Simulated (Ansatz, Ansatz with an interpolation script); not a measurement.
# G0W0 band structure of Cs2TlBiF6 (Fm-3m), part 2 of 3

Wanted: quasiparticle gap and band widths of Cs2TlBiF6 (Fm-3m) over the whole zone.

Ansatz 0.2.0; LDA, Wannier functions and G0W0, plane waves, PAW. Known limits of the many-body steps: not at the basis limit; no spin-orbit coupling.

So far. Step 2 (LDA bands): The gap is direct, at Γ.

## 3. Wannier functions (Bi:6p Cs:6s F:2p Tl:6s Tl:6p) on 8×8×8

Localised functions give a small Hamiltonian that interpolates between mesh points at no cost.

This step: maximally localised Wannier functions, LDA, plane waves, PAW; PAW set soft_1.

Input file input.yaml:

```yaml
crystal:
  lattice:
    - [0.0, 4.8635, 4.8635]
    - [4.8635, 0.0, 4.8635]
    - [4.8635, 4.8635, 0.0]
  atoms:
    - { symbol: Cs, position: [0.25, 0.25, 0.25] }
    - { symbol: Cs, position: [0.75, 0.75, 0.75] }
    - { symbol: Tl, position: [0.5, 0.5, 0.5] }
    - { symbol: Bi, position: [0.0, 0.0, 0.0] }
    - { symbol: F, position: [0.77, 0.23, 0.23] }
    - { symbol: F, position: [0.23, 0.77, 0.23] }
    - { symbol: F, position: [0.23, 0.77, 0.77] }
    - { symbol: F, position: [0.77, 0.23, 0.77] }
    - { symbol: F, position: [0.23, 0.23, 0.77] }
    - { symbol: F, position: [0.77, 0.77, 0.23] }
kpoints:
  mp_grid: { grid: [4, 4, 4] }
hamiltonian:
  xc: lda
  pseudopotentials: { kind: paw, azcp: { folder: soft_1 }, xc_functional: pbe }
scf:
  occupations: { method: fixed }
  n_extra_bands: 122
output:
  wannier:
    kmesh: [8, 8, 8]
    projections:
      - { species: Bi, l: p, shell: 6 }
      - { species: Cs, l: s, shell: 6 }
      - { species: F, l: p, shell: 2 }
      - { species: Tl, l: s, shell: 6 }
      - { species: Tl, l: p, shell: 6 }
    minimise: true
    write_hr: true
    seedname: w
    conv_tol: 1.0e-06
    max_iter: 20000
    stability_check: false
    disentanglement:
      window: [-1.76, 14.62]
      frozen_window: [-1.76, 9.42]
      conv_tol: 1.0e-08
```

On the command line:

```bash
ansatz run input.yaml --threads 2 --pin off --max-ram 92160MiB --backend cuda --events-out ev --progress --plain --runs-dir out --devices 1 --max-vram 13GiB
```

Numbers of over 12 decimals in the logs are rounded to 6 here.

The program printed:

```text
[...]
GPUs: using 1 of 1 available (devices: 1).
[...]
GPU FFT provider: cuFFT
GPU libraries: cuBLAS 13.8.2, cuFFT 12.4.0, cuSOLVER 12.3.4
Crystal: 10 atoms, lattice volume = 230.079 Å³
Basis set: ecut = 420 eV, 4573 PW (Γ)
Bands: 166, of which v1, the nominal top of the filled ones, is band 44 counted from 1 (43 counted from 0)
Symmetry: 48 space group operations
[...]
k-points: 8 of 64
[...]
GPU buffer pool allocated for 110592 grid points (all kernels)
[...]
SCF iter   1: F=—  HF=-39030.252244 eV  |F-HF|=—  |Δ(HF+E_count)|=         —  Δρ=1.68e-1  dr2=6.07e1  ethr=3.10e-3  ⟨swp⟩=4.1  Hψ=4720  notcnv=0  defer=952
[...]
SCF iter   9: F=-39015.741216 eV  HF=-39015.741216 eV  |F-HF|=1.63e-8  |Δ(HF+E_count)|=   8.12e-9  Δρ=3.06e-6  dr2=2.28e-8  ethr=1.14e-10  ⟨swp⟩=15.8  Hψ=12247  notcnv=0
SCF 1 converged in 9 iterations: F = -39015.741216 eV  dr2 = 2.28e-8
[...]
NSCF: frozen V_eff on 8 k-points
the band table was solved once the SCF had ended and its energy, with any forces and stress, was formed, with the checks that follow a solve (4523 applications of the Hamiltonian). They found nothing against the state; the energy, forces and stress were not computed again (output.eigenvalues in the input reference)
[...]
the Wannier pass solved 32 of the 512 points of its mesh, and has the states at the others by symmetry: states obtained by the crystal's operations at points that were solved too leave a residual of 4.18e-13 eV (read by the count's bands and the next), within 5.56e-6 eV
SCF converged after 9 iterations
Free energy (F): -39015.741216 eV
[...]
Internal energy: -39015.741216 eV  (E = F + TS)
E sigma→0 (E₀):  -39015.741216 eV
Fermi energy:    4.907348 eV
[...]
--- Band table (eV; the first three rows and the last of 8) ---
  k-point 0: bands = [... 40 lower, 1.4907, 1.4907, 1.4907, 4.9073, 7.6234, 7.6234, 7.6234, 9.1004, ... 118 higher]
  k-point 1: bands = [... 40 lower, 1.4418, 1.4573, 1.6602, 4.2436, 8.0936, 8.0936, 8.3664, 9.1791, ... 118 higher]
  k-point 2: bands = [... 40 lower, 1.4054, 1.4126, 2.8509, 3.0268, 9.0216, 9.0216, 9.1529, 9.2386, ... 118 higher]
  k-point 7: bands = [... 40 lower, 1.4119, 1.4119, 3.3535, 3.3800, 8.2322, 8.2322, 9.3135, 9.5779, ... 118 higher]
Wannier search: line search 1 of at most 20000: gauge-dependent spread (as the search counts it) 6.5900106 Å², largest recent change 7.8e-1 Å² against conv_tol 1.0e-6 Å², 0 stops escaped
```

The job ended after 35 s (1 × NVIDIA H100 80GB HBM3 (shared by 6 runs) with 2 threads of AMD EPYC 7R13 (Zen 3), shared host; peak memory 2.8 GiB; 45 s of CPU time).

w.win, one line in 2:

```text
! ansatz wannier90 interface
! states of the run's bands (counted from 1): 1-65
num_wann  = 27
conv_tol = 1e-6
dis_win_min = -1.76
dis_froz_min = -1.76
dis_num_iter = 10000
guiding_centres = true

Ang
                   4.8635                      0.0                   4.8635
end unit_cell_cart
begin atoms_frac
Cs                      0.75                     0.75                     0.75
Bi                       0.0                      0.0                      0.0
F                       0.23                     0.77                     0.23
F                       0.77                     0.23                     0.77
F                       0.77                     0.77                     0.23
```

This step gave:

* gauge-invariant spread: 59.32 Å²
* diagonal spread: 0.001379 Å²
* off-diagonal spread: 5.349 Å²
* total spread: 64.67 Å²
* least projectability: 0.4422
* localisation steps: 67
* disentanglement steps: 121
* r.m.s. interpolation error: 8.20e-4 eV
* r.m.s. error near the gap: 0.001761 eV

Near the gap the model misses directly solved bands by 1.8 meV r.m.s. and by 17 meV at most in the window tested. This tests the starting bands, not the corrections carried with them.

Wannier functions, by row:

| function | x (Å) | y (Å) | z (Å) | spread (Å²) | nearest atom | distance (Å) |
| --- | --- | --- | --- | --- | --- | --- |
| 1 | 0 | 0 | 0 | 4.007 | Bi4 | 0 |
| 2 | 0 | 0 | 0 | 4.007 | Bi4 | 0 |
| 3 | 0 | 0 | 0 | 4.007 | Bi4 | 0 |
| 4 | 2.432 | 2.432 | 2.432 | 8.358 | Cs1 | 0 |
| 5 | 7.295 | 7.295 | 7.295 | 8.358 | Cs2 | 0 |
| 6 | 2.23 | 4.863 | 4.864 | 0.815 | F5 | 0.007 |
| 7 | 2.166 | 4.864 | 4.864 | 1.154 | F5 | 0.071 |
| 8 | 2.23 | 4.864 | 4.863 | 0.815 | F5 | 0.007 |
| 9 | 4.864 | 2.23 | 4.864 | 0.815 | F6 | 0.007 |
| 10 | 4.864 | 2.23 | 4.863 | 0.815 | F6 | 0.007 |
| 11 | 4.863 | 2.166 | 4.864 | 1.154 | F6 | 0.071 |
| 12 | 7.497 | 4.863 | 4.864 | 0.815 | F7 | 0.007 |
| 13 | 7.561 | 4.864 | 4.864 | 1.154 | F7 | 0.071 |
| 14 | 7.497 | 4.864 | 4.863 | 0.815 | F7 | 0.007 |
| 15 | 4.864 | 7.497 | 4.863 | 0.815 | F8 | 0.007 |
| 16 | 4.864 | 7.497 | 4.863 | 0.815 | F8 | 0.007 |
| 17 | 4.864 | 7.561 | 4.864 | 1.154 | F8 | 0.071 |
| 18 | 4.863 | 4.864 | 2.166 | 1.154 | F9 | 0.071 |
| 19 | 4.863 | 4.863 | 2.23 | 0.815 | F9 | 0.007 |
| 20 | 4.864 | 4.863 | 2.23 | 0.815 | F9 | 0.007 |
| 21 | 4.864 | 4.863 | 7.561 | 1.154 | F10 | 0.071 |
| 22 | 4.863 | 4.863 | 7.497 | 0.815 | F10 | 0.007 |
| 23 | 4.864 | 4.863 | 7.497 | 0.815 | F10 | 0.007 |
| 24 | 4.863 | 4.864 | 4.864 | 2.305 | Tl3 | 0 |
| 25 | 4.864 | 4.863 | 4.863 | 5.639 | Tl3 | 0 |
| 26 | 4.864 | 4.863 | 4.863 | 5.639 | Tl3 | 0 |
| 27 | 4.864 | 4.863 | 4.863 | 5.639 | Tl3 | 0 |

Frozen up to 4.52 eV; above it the model need not follow the bands. The electronic bands at the labelled points (eV, zero at the valence-band top):

| point | band 41 | band 42 | band 43 | band 44 | band 45 | band 46 | band 47 | band 48 |
| --- | --- | --- | --- | --- | --- | --- | --- | --- |
| Γ | -3.42 | -3.42 | -3.42 | 0.00 | 2.72 | 2.72 | 2.72 | 4.19 |
| halfway | -3.50 | -3.42 | -2.97 | -0.59 | 3.14 | 3.14 | 3.74 | 3.91 |
| X | -3.56 | -3.42 | -1.92 | -0.89 | 3.02 | 3.66 | 3.66 | 5.45 |
| halfway | -3.55 | -3.43 | -1.87 | -1.02 | 3.06 | 3.68 | 3.74 | 5.37 |
| U | -3.53 | -3.46 | -1.74 | -1.37 | 3.17 | 3.75 | 3.96 | 4.97 |
| jump to K | -3.53 | -3.46 | -1.74 | -1.37 | 3.17 | 3.75 | 3.96 | 4.97 |
| halfway | -3.49 | -3.46 | -2.96 | -0.83 | 3.12 | 3.47 | 3.86 | 4.12 |
| Γ | -3.42 | -3.42 | -3.42 | 0.00 | 2.72 | 2.72 | 2.72 | 4.19 |
| halfway | -3.47 | -3.45 | -3.25 | -0.66 | 3.19 | 3.19 | 3.46 | 4.27 |
| L | -3.50 | -3.49 | -2.06 | -1.88 | 4.11 | 4.11 | 4.25 | 4.33 |
| halfway | -3.50 | -3.49 | -1.79 | -1.70 | 3.57 | 3.62 | 4.26 | 4.49 |
| W | -3.50 | -3.50 | -1.55 | -1.53 | 3.32 | 3.32 | 4.41 | 4.75 |
| halfway | -3.54 | -3.44 | -1.83 | -1.12 | 3.11 | 3.56 | 3.94 | 5.25 |
| X | -3.56 | -3.42 | -1.92 | -0.89 | 3.02 | 3.66 | 3.66 | 5.45 |

The same for Kohn-Sham, solved directly:

| point | band 41 | band 42 | band 43 | band 44 | band 45 | band 46 | band 47 | band 48 |
| --- | --- | --- | --- | --- | --- | --- | --- | --- |
| Γ | -3.42 | -3.42 | -3.42 | 0.00 | 2.72 | 2.72 | 2.72 | 4.19 |
| X | -3.56 | -3.42 | -1.92 | -0.89 | 3.02 | 3.66 | 3.66 | 5.19 |
| U | -3.53 | -3.46 | -1.74 | -1.37 | 3.17 | 3.75 | 3.96 | 4.85 |
| K | -3.53 | -3.46 | -1.74 | -1.37 | 3.17 | 3.75 | 3.96 | 4.85 |
| Γ | -3.42 | -3.42 | -3.42 | 0.00 | 2.72 | 2.72 | 2.72 | 4.19 |
| L | -3.50 | -3.49 | -2.06 | -1.88 | 4.11 | 4.11 | 4.25 | 4.33 |
| W | -3.50 | -3.50 | -1.55 | -1.53 | 3.32 | 3.32 | 4.41 | 4.67 |
| X | -3.56 | -3.42 | -1.92 | -0.89 | 3.02 | 3.66 | 3.66 | 5.19 |

## 4. G0W0 at every point of the mesh: 4×4×4 mesh, 774 empty bands, screening to 130 eV, PAW set soft_1 files

G0W0 replaces the xc potential by the self-energy, built once from these orbitals. Only a window of levels is corrected, while the sums run over the empty bands that the input names.

This step: G0W0 on LDA, plane waves, PAW; PAW set soft_1.

input.yaml, the sections that differ from step 3:

```yaml
scf:
  occupations: { method: fixed }
gw:
  n_empty_bands: 774
  ecut_chi: 130.0
  qp_bands: [v19, c6]
  screening: { model: contour_deformation }
# crystal, kpoints, hamiltonian: as in step 3
# output: removed
```

The program printed:

```text
GPUs: using 1 of 1 available (devices: 1).
[...]
GPU FFT provider: cuFFT
GPU libraries: cuBLAS 13.8.2, cuFFT 12.4.0, cuSOLVER 12.3.4
Crystal: 10 atoms, lattice volume = 230.079 Å³
Basis set: ecut = 420 eV, 4573 PW (Γ)
Bands: 54, of which v1, the nominal top of the filled ones, is band 44 counted from 1 (43 counted from 0)
Symmetry: 48 space group operations
[...]
k-points: 8 of 64
[...]
GPU buffer pool allocated for 110592 grid points (all kernels)
[...]
SCF iter   1: F=—  HF=-39030.251153 eV  |F-HF|=—  |Δ(HF+E_count)|=         —  Δρ=1.68e-1  dr2=6.02e1  ethr=3.10e-3  ⟨swp⟩=5.0  Hψ=1657  notcnv=0  defer=48
[...]
SCF iter   9: F=-39015.741216 eV  HF=-39015.741216 eV  |F-HF|=9.62e-9  |Δ(HF+E_count)|=   2.35e-7  Δρ=3.82e-6  dr2=6.87e-8  ethr=1.14e-10  ⟨swp⟩=12.1  Hψ=2188  notcnv=0
SCF 1 converged in 9 iterations: F = -39015.741216 eV  dr2 = 6.87e-8
[...]
G₀W₀ screening: q 1/8
[... further progress lines ...]
[...]
SCF converged after 9 iterations
Free energy (F): -39015.741216 eV
[...]
Internal energy: -39015.741216 eV  (E = F + TS)
E sigma→0 (E₀):  -39015.741216 eV
Fermi energy:    4.907551 eV
[...]
--- Band table (eV; the first three rows and the last of 8) ---
  k-point 0: bands = [... 40 lower, 1.4908, 1.4908, 1.4908, 4.9076, 7.6235, 7.6235, 7.6235, 9.1004, ... 6 higher]
  k-point 1: bands = [... 40 lower, 1.4419, 1.4575, 1.6604, 4.2438, 8.0936, 8.0936, 8.3665, 9.1792, ... 6 higher]
  k-point 2: bands = [... 40 lower, 1.4056, 1.4128, 2.8511, 3.0270, 9.0217, 9.0217, 9.1530, 9.2387, ... 6 higher]
  k-point 7: bands = [... 40 lower, 1.4120, 1.4120, 3.3537, 3.3802, 8.2323, 8.2323, 9.3136, 9.5780, ... 6 higher]
--- G₀W₀: contour deformation, 6 samples at zero and on the imaginary axis and 4 off it, 64 q-points, 774 empty bands' worth ---
  eigenvalues of the whole cell's RPA ε∞ on this k-mesh (on a slab, of 1 + 4πα/V) = 2.8722, 2.8722, 2.8722; static W/v taken at q = 0 is 0.348167
  bands read: the sum over 818 bands ends inside a degenerate multiplet in 2 slots, whose members it reads at an even weight; the widest, k=0: bands 817 to 819 (counted from 1) at 2/3 each
    ik  band        ε_KS         Σx   Σc(E_QP)       V_xc       Z   E_QP_lin       E_QP  E_QP is
     0    26     -0.6559   -27.5861     5.7726   -20.6569  0.6893    -1.8464    -1.8126  root
     0    27     -0.6559   -27.5861     5.7726   -20.6569  0.6893    -1.8464    -1.8126  root
     0    28     -0.6559   -27.5861     5.7726   -20.6569  0.6893    -1.8464    -1.8126  root
     0    29      0.2722   -19.6827     2.0716   -16.4486  0.7410    -0.9355    -0.8902  root
     0    30      0.9887   -29.5656     5.9582   -22.1958  0.7249    -0.4742    -0.4229  root
     0    31      0.9887   -29.5656     5.9582   -22.1958  0.7249    -0.4742    -0.4229  root
     0    32      0.9887   -29.5656     5.9582   -22.1958  0.7249    -0.4742    -0.4229  root
     0    33      1.1522   -31.5052     5.8487   -24.4780  0.7214    -0.0628    -0.0264  root
     0    34      1.1522   -31.5052     5.8487   -24.4780  0.7214    -0.0628    -0.0264  root
     0    35      1.1646   -30.2087     6.3202   -22.5085  0.7177    -0.2650    -0.2154  root
     0    36      1.1646   -30.2087     6.3202   -22.5085  0.7177    -0.2650    -0.2154  root
     0    37      1.1646   -30.2087     6.3202   -22.5085  0.7177    -0.2650    -0.2154  root
     0    38      1.2533   -30.3491     6.1700   -22.8531  0.7195    -0.1181    -0.0727  root
     0    39      1.2533   -30.3491     6.1700   -22.8531  0.7195    -0.1181    -0.0727  root
[...]
7    46      8.2323    -9.4882    -3.0975   -13.8874  0.8268     9.5568     9.5339  root
     7    47      9.3136   -12.0882    -3.3125   -16.9249  0.8045    10.8812    10.8378  root
     7    48      9.5780    -8.0349    -3.3507   -12.6787  0.8198    10.9001    10.8711  root
     7    49     10.2106    -9.9809    -3.5048   -14.9812  0.8039    11.7541    11.7061  root
     7    50     10.2106    -9.9809    -3.5048   -14.9812  0.8039    11.7541    11.7061  root
```

Wall time 1.8 min (1 × NVIDIA H100 80GB HBM3 (shared by 6 runs) with 2 threads); peak memory 2.4 GiB.

Numbers from this step:

```
bands summed                                 : 818
RPA ε∞ on this mesh (eigenvalues)            : 2.872, 2.872, 2.872
plane waves in the screening matrix          : 749
q-points in the mesh                         : 64
G0W0 gap on the mesh                         : 4.630 eV
k of the valence top                         : 0, 0, 0
k of the conduction bottom                   : 0, 0, 0
starting gap on the mesh                     : 2.716 eV
Z at the valence top                         : 0.7814
Z at the conduction bottom                   : 0.8385
least direct G0W0 gap on the computed points : 4.630 eV
```

The gap on the mesh goes from 2.72 eV to 4.63 eV, a correction of +1.91 eV. Between the two edge states, bare exchange in place of the xc potential would open the gap by 7.52 eV, and correlation takes back 5.61 eV.

## 5. Interpolating the corrections

A script adds the corrections, carried to the Wannier functions and back, to the LDA levels, along the path and on a 9×9×9 mesh.

* G0W0 gap over the zone: 4.63 eV
* valence top at: Γ
* conduction bottom at: Γ
* starting gap over the zone: 2.716 eV
* least direct G0W0 gap: 4.631 eV
* G0W0 gap on the mesh: 4.630 eV
* valence width, start: 6.519 eV
* valence width, G0W0: 7.004 eV
* gap by a rigid shift: 4.631 eV

Levels solved directly plus the interpolated quasiparticle correction. Limits: finite bands, cutoff and mesh; no spin-orbit coupling. The quasiparticle bands at the labelled points (eV, zero at the valence-band top of each set):

| point | band 41 | band 42 | band 43 | band 44 | band 45 | band 46 | band 47 |
| --- | --- | --- | --- | --- | --- | --- | --- |
| Γ | -4.07 | -4.07 | -4.07 | 0.00 | 4.63 | 4.63 | 4.63 |
| halfway | -4.17 | -4.08 | -3.38 | -0.67 | 5.10 | 5.10 | 5.66 |
| X | -4.23 | -4.08 | -2.22 | -1.05 | 4.98 | 5.70 | 5.70 |
| halfway | -4.23 | -4.09 | -2.17 | -1.19 | 5.03 | 5.72 | 5.79 |
| U | -4.21 | -4.12 | -2.02 | -1.57 | 5.15 | 5.78 | 6.02 |
| jump to K | -4.21 | -4.12 | -2.02 | -1.57 | 5.15 | 5.78 | 6.02 |
| halfway | -4.14 | -4.12 | -3.38 | -0.93 | 5.06 | 5.49 | 5.88 |
| Γ | -4.07 | -4.07 | -4.07 | 0.00 | 4.63 | 4.63 | 4.63 |
| halfway | -4.12 | -4.11 | -3.71 | -0.74 | 5.15 | 5.15 | 5.41 |
| L | -4.16 | -4.16 | -2.41 | -2.06 | 6.20 | 6.27 | 6.27 |
| halfway | -4.15 | -4.15 | -2.07 | -1.92 | 5.58 | 5.63 | 6.37 |
| W | -4.16 | -4.16 | -1.87 | -1.70 | 5.32 | 5.32 | 6.62 |
| halfway | -4.22 | -4.11 | -2.12 | -1.30 | 5.08 | 5.57 | 6.03 |
| X | -4.23 | -4.08 | -2.22 | -1.05 | 4.98 | 5.70 | 5.70 |

The same for LDA:

| point | band 41 | band 42 | band 43 | band 44 | band 45 | band 46 | band 47 |
| --- | --- | --- | --- | --- | --- | --- | --- |
| Γ | -3.42 | -3.42 | -3.42 | 0.00 | 2.72 | 2.72 | 2.72 |
| X | -3.56 | -3.42 | -1.92 | -0.89 | 3.02 | 3.66 | 3.66 |
| U | -3.53 | -3.46 | -1.74 | -1.37 | 3.17 | 3.75 | 3.96 |
| K | -3.53 | -3.46 | -1.74 | -1.37 | 3.17 | 3.75 | 3.96 |
| Γ | -3.42 | -3.42 | -3.42 | 0.00 | 2.72 | 2.72 | 2.72 |
| L | -3.50 | -3.49 | -2.06 | -1.88 | 4.11 | 4.11 | 4.25 |
| W | -3.50 | -3.50 | -1.55 | -1.53 | 3.32 | 3.32 | 4.41 |
| X | -3.56 | -3.42 | -1.92 | -0.89 | 3.02 | 3.66 | 3.66 |

Minima of the lowest conduction band, from levels solved directly at the displaced points, plus the interpolated correction; masses are left empty at degenerate points, on flat bands and where the interpolated correction rules the curvature; G0W0 masses are rough. Conduction valleys, by row:

| point | k (reciprocal lattice) | valleys in the zone | G0W0 level above the valence top (eV) | LDA level above the valence top (eV) | G0W0 principal masses (m_e) | LDA principal masses (m_e) |
| --- | --- | --- | --- | --- | --- | --- |
| Γ | 0.000 0.000 0.000 | 1 | 4.63 | 2.716 | - | - |
| X | -0.500 0.000 -0.500 | 3 | 4.98 | 3.02 | 0.360 0.908 0.908 | 0.353 1.083 1.083 |

(Part 2 of 3 ends here.)

[Paths, hosts, dates, memory and timing lines, banners, echoed tables and standing remarks are left out of the program output.]

[Logs are printed without paths, hosts, clocks, repeated set-up lines and the standing remarks that a program may print on its own settings, such as how far it seeks lower states.]

[Runs of the session that timed out or met a known fault of the program may be left out.]

[Hosts, paths, dates, database ids (printed as entryN), source tags and the programs' standing remarks are cut or masked in the printed files.]
